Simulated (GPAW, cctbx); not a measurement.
# Zr3BN4: what bonding does to one electron reflection, worked out

Zr3BN4, P4/mmm (no. 123), a = 3.1814 Å, b = 3.1814 Å, c = 8.8864 Å, α = 90.00°, β = 90.00°, γ = 90.00°.

```
atom  mult.    x    y       z
 Zr1      2  1/2  1/2  0.2346
 Zr2      1    0    0     1/2
  N1      1  1/2  1/2     1/2
  N2      2    0    0  0.7738
  N3      1  1/2  1/2       0
  B1      1    0    0       0
```

The start was made by putting kin elements into a known structure type; the compound need not exist, or be stable, in this form.

A DFT run (GPAW, PBE, 550 eV, 6×6×2 k-points (along the axes of the calculation cell), Fermi–Dirac width 0.05 eV) gives the static X-ray structure factor of 001 as 24.577 e for the conventional cell; superposed free atoms give 24.521 e. **Problem.** Find the Fourier component V of the crystal potential and the two-beam extinction distance at 300 kV in both cases.

## Step 1: Geometry

The cell volume is Ω = 89.94 Å³ and d(001) = 8.8864 Å, so g = 1/d = 0.1125 Å⁻¹.

## Step 2: The nuclei

Electrons feel nuclei as well as electrons, so the nuclear charges are summed with the same phases.

Phase sums Σ exp(2πi h·x), turned so that the total is real and positive: Zr +0.807, N -0.298, B -1.000. Then F_Z = 40 × (+0.807) + 7 × (-0.298) + 5 × (-1.000) = 25.20 e. The electron term has the same sign for this reflection.

## Step 3: Mott–Bethe

Poisson's equation, term by term, gives V = (e/4πε₀)(F_Z − F)/(πΩg²), with e/4πε₀ = 14.3996 V Å.

The prefactor is 14.3996 × 8.8864²/(π × 89.94) = 4.02442 V per electron. Free atoms: (25.20 − 24.521) × 4.02442 = 2.717 V. Crystal: (25.20 − 24.577) × 4.02442 = 2.491 V. F changes by +0.23 % and V by -8.3 %: the same 0.06 e is measured against F_Z − F = 0.7 e in place of F = 24.5 e.

## Step 4: Extinction distance

In the two-beam case ξ = 1/(λU) with U = 2γm₀eV/h², that is ξ = 150.41 V Å²/(γλV).

At 300 kV, λ = 0.01969 Å and γ = 1.5871. Free atoms: ξ = 1772 Å. Crystal: ξ = 1932 Å. The thickness fringes go as sin²(πt/ξ), so the two patterns slip by a quarter of a period when t|1/ξ₁ − 1/ξ₀| = 1/4, at t ≈ 534 nm. Thermal motion, absorption and many-beam coupling, left out here, change a real pattern.

## Step 5: Answer

V(001) is 2.49 V against 2.72 V, and ξ is 1932 against 1772 Å. Limits: static atoms, two beams.

[Outputs are excerpts: Python notices, other lines and further rows are left out; steps that failed or that the build refused (PBEsol, TPSS) are not shown.]

[Logs are printed without paths, hosts, clocks, repeated set-up lines and the standing remarks that a program may print on its own settings, such as how far it seeks lower states.]
